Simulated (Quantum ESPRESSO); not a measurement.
# GaAs (F-43m): from Born charge to LO-TO splitting

How high does the longitudinal optical mode of GaAs (F-43m) lie, given the transverse one, the Born charge and ε∞?

Calculated with Quantum ESPRESSO 7.5; DFT LDA, scalar-relativistic, plane waves, GBRV ultrasoft pseudopotentials.

**1. The relaxed structure**

Symmetry: F-43m, No. 216, cubic system. Conventional cell: a = 5.610 Å, b = 5.610 Å, c = 5.610 Å, α = 90.00°, β = 90.00°, γ = 90.00°. Nearest to Ga lie 4 As at 2.43 Å. As has 4 Ga at 2.43 Å nearest. Farther neighbours are not listed.

This is the cell after its relaxation at this level of theory, not the database cell from which that began.

**2. What the response run gave**

A linear-response run on the relaxed cell, with the response to an electric field; only its zone-centre results are used. Cutoff 50 Ry, k mesh 8×8×8 with shifts.

Output:

```text
[banners, grids, parts of the stress and lines that vanish by symmetry left out]
Program PHONON v.7.5
     Reading xml data from directory:

[...]
Exchange-correlation= PZ
                           (   1   1   0   0   0   0   0)
[...]
kinetic-energy cut-off    =      50.0000  Ry
     charge density cut-off    =     400.0000  Ry
     convergence threshold     =      1.0E-18
[...]
Exchange-correlation= PZ
                           (   1   1   0   0   0   0   0)
[...]
q = (   0.0000000   0.0000000   0.0000000 )
     25 Sym.Ops. (with q -> -q+G )
     G cutoff =  569.3439  (  39957 G-vectors)     FFT grid: ( 48, 48, 48)
     G cutoff =  284.6719  (  14211 G-vectors)  smooth grid: ( 36, 36, 36)
     number of k points=    60
[...]
Mode symmetry, T_d (-43m)  point group:
[...]
Dielectric constant
[...]
End of electric fields calculation
          Dielectric constant in cartesian axis
          (      14.007987204       0.000000000       0.000000000 )
          (       0.000000000      14.007987204       0.000000000 )
          (      -0.000000000       0.000000000      14.007987204 )
          Effective charges (d Force / dE) in cartesian axis without acoustic sum rule applied (asr)
           atom    1  Ga    Mean Z*:        2.06414
      Ex  (        2.06414        0.00000        0.00000 )
      Ey  (        0.00000        2.06414        0.00000 )
      Ez  (       -0.00000       -0.00000        2.06414 )
           atom    2  As    Mean Z*:       -2.06765
      Ex  (       -2.06765       -0.00000        0.00000 )
      Ey  (        0.00000       -2.06765        0.00000 )
      Ez  (        0.00000        0.00000       -2.06765 )
          Effective charges Sum: Mean:       -0.00351
[...]
Effective charges (d Force / dE) in cartesian axis with asr applied:
           atom    1  Ga    Mean Z*:        2.06590
[...]
atom    2  As    Mean Z*:       -2.06590
[...]
Representation #   1 modes #   1   2   3
[...]
End of self-consistent calculation
     Convergence has been achieved
     Representation #   2 modes #   4   5   6
[...]
End of self-consistent calculation
     Convergence has been achieved
[...]
Dielectric constant in cartesian axis
          (      14.007987204       0.000000000       0.000000000 )
          (       0.000000000      14.007987204       0.000000000 )
          (      -0.000000000       0.000000000      14.007987204 )
          Effective charges (d Force / dE) in cartesian axis without acoustic sum rule applied (asr)
           atom    1  Ga    Mean Z*:        2.06414
      Ex  (        2.06414        0.00000        0.00000 )
      Ey  (        0.00000        2.06414        0.00000 )
      Ez  (       -0.00000       -0.00000        2.06414 )
           atom    2  As    Mean Z*:       -2.06765
      Ex  (       -2.06765       -0.00000        0.00000 )
      Ey  (        0.00000       -2.06765        0.00000 )
      Ez  (        0.00000        0.00000       -2.06765 )
          Effective charges Sum: Mean:       -0.00351
[...]
Effective charges (d Force / dE) in cartesian axis with asr applied:
           atom    1  Ga    Mean Z*:        2.06590
[...]
atom    2  As    Mean Z*:       -2.06590
[...]
q = (    0.000000000   0.000000000   0.000000000 )
[...]
freq (    1) =      -0.213556 [THz] =      -7.123448 [cm-1]
     freq (    2) =      -0.213556 [THz] =      -7.123448 [cm-1]
     freq (    3) =      -0.213556 [THz] =      -7.123448 [cm-1]
     freq (    4) =       8.086063 [THz] =     269.722032 [cm-1]
     freq (    5) =       8.086063 [THz] =     269.722032 [cm-1]
     freq (    6) =       8.086063 [THz] =     269.722032 [cm-1]
[...]
Mode symmetry, T_d (-43m)  point group:
     freq (   1-   3) =         -7.1  [cm-1]   --> T_2  G_15 P_4   I+R
     freq (   4-   6) =        269.7  [cm-1]   --> T_2  G_15 P_4   I+R

   JOB DONE.
```

| quantity | value |
| --- | --- |
| cell volume Ω (Å³) | 44.137 |
| mass of Ga (u) | 69.723 |
| mass of As (u) | 74.922 |
| Born charge of Ga, raw (e) | 2.064 |
| Born charge of As, raw (e) | -2.068 |
| ε∞ | 14.008 |
| ω(TO) after the sum rule (cm⁻¹) | 269.8 |

**3. The calculation**

The charges must sum to zero over the cell; taking off their mean, -0.002 e, leaves Z* = 2.066 e on Ga. In the polar mode Ga moves against As, so the reduced mass is μ = 69.72 × 74.92 / 144.64 = 36.114 u.

A longitudinal wave builds up a field that adds to the restoring force: ω(LO)² = ω(TO)² + 4π Z*² / (μ Ω ε∞), in Hartree atomic units. With μ = 65833 electron masses and Ω = 297.85 bohr³ the second term is 1.9525e-07 Ha², or 9405 cm⁻² (1 Ha = 219474.6 cm⁻¹).

So ω(LO) = √(72803 + 9405) = 286.7 cm⁻¹, and by the Lyddane-Sachs-Teller relation ε₀ = ε∞ (ω(LO)/ω(TO))² = 15.82.

**4. Check against the program**

The analysis program adds the same non-analytic term to the full matrix, here for q along (1 0 0).

Output:

```text
[banner, memory and clock lines left out]
Program DYNMAT v.7.5

     Reading Dynamical Matrix from file g.dyn
     ...Force constants read
     ...epsilon and Z* read

     Polarizability (A^3 units)
     multiply by 0.187406 for Clausius-Mossotti correction
        45.687798    0.000000   -0.000000
         0.000000   45.687798    0.000000
         0.000000    0.000000   45.687798

     IR activities are in (D/A)^2/amu units

# mode   [cm-1]    [THz]      IR
    1     -0.00   -0.0000    0.0000
    2     -0.00   -0.0000    0.0000
    3     -0.00   -0.0000    0.0000
    4    269.82    8.0889    2.7265
    5    269.82    8.0889    2.7265
    6    286.72    8.5956    2.7265
```

ε₀ comes from the program's run without a direction of q.

| quantity | by hand | program |
| --- | --- | --- |
| ω(LO) (cm⁻¹) | 286.7 | 286.7 |
| ε₀ | 15.82 | 15.82 |

**5. Outcome**

```yaml
to_mode: 269.8 cm⁻¹
lo_mode: 286.7 cm⁻¹
static_dielectric_constant: 15.82
```

The LO mode of GaAs (F-43m) lies at 287 cm⁻¹, 17 cm⁻¹ above the TO mode; the formula meets the program within 0.1 cm⁻¹, as it must for a cubic crystal with one polar mode. ω(LO)² − ω(TO)² goes with Z*²/ε∞: an error of 5 % in ε∞ would move the LO mode by 0.8 cm⁻¹, and semilocal functionals tend to overestimate ε∞. These are harmonic values at zero temperature, at the volume of this functional, for the structure held cubic; stability elsewhere in the zone is no part of this calculation.

[Host names and launcher messages were left out of these logs when they were recorded.]

[Logs are printed without paths, hosts, clocks, repeated set-up lines and the standing remarks that a program may print on its own settings, such as how far it seeks lower states.]

[Hosts, paths, dates, database ids (printed as entryN), source tags and the programs' standing remarks are cut or masked in the printed files.]
